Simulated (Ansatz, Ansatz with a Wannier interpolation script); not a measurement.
Rows from a G0W0 calculation on SiO2 (Stishovite) (Ansatz 0.2.0; G0W0 on LDA, plane waves, PAW; PAW set soft_1; 4×4×6 mesh, 213 empty bands, screening to 160 eV, PAW set soft_1 files), in eV. Spin-orbit coupling is left out.

| row | k | band | start | Σx | Σc at the solution | Vxc |
| --- | --- | --- | --- | --- | --- | --- |
| A | Γ | v4 | 7.722 | -27.032 | 3.999 | -21.810 |
| B | Γ | v1 | 10.265 | -28.177 | 4.642 | -22.357 |
| C | Γ | c3 | 18.619 | -9.364 | -4.883 | -15.934 |
| D | Γ | c2 | 16.750 | -7.789 | -4.692 | -14.147 |
| E | Γ | v2 | 9.363 | -27.719 | 4.376 | -22.175 |
| F | Γ | c1 | 15.887 | -13.976 | -4.503 | -20.191 |

**Question.** Work out each quasiparticle level and how far it moved.

The quasiparticle equation reads E = start + Σx + Σc(E) − Vxc.

| row | E (eV) | shift (eV) |
| --- | --- | --- |
| A | 6.499 | −1.223 |
| B | 9.088 | −1.178 |
| C | 20.306 | +1.687 |
| D | 18.416 | +1.666 |
| E | 8.195 | −1.168 |
| F | 17.599 | +1.712 |

The gap over the computed points goes from 5.62 eV to 8.51 eV.

Limits: not at the basis limit; coarse k mesh.

[Runs of the session that timed out or met a known fault of the program may be left out.]

[Hosts, paths, dates, database ids (printed as entryN), source tags and the programs' standing remarks are cut or masked in the printed files.]
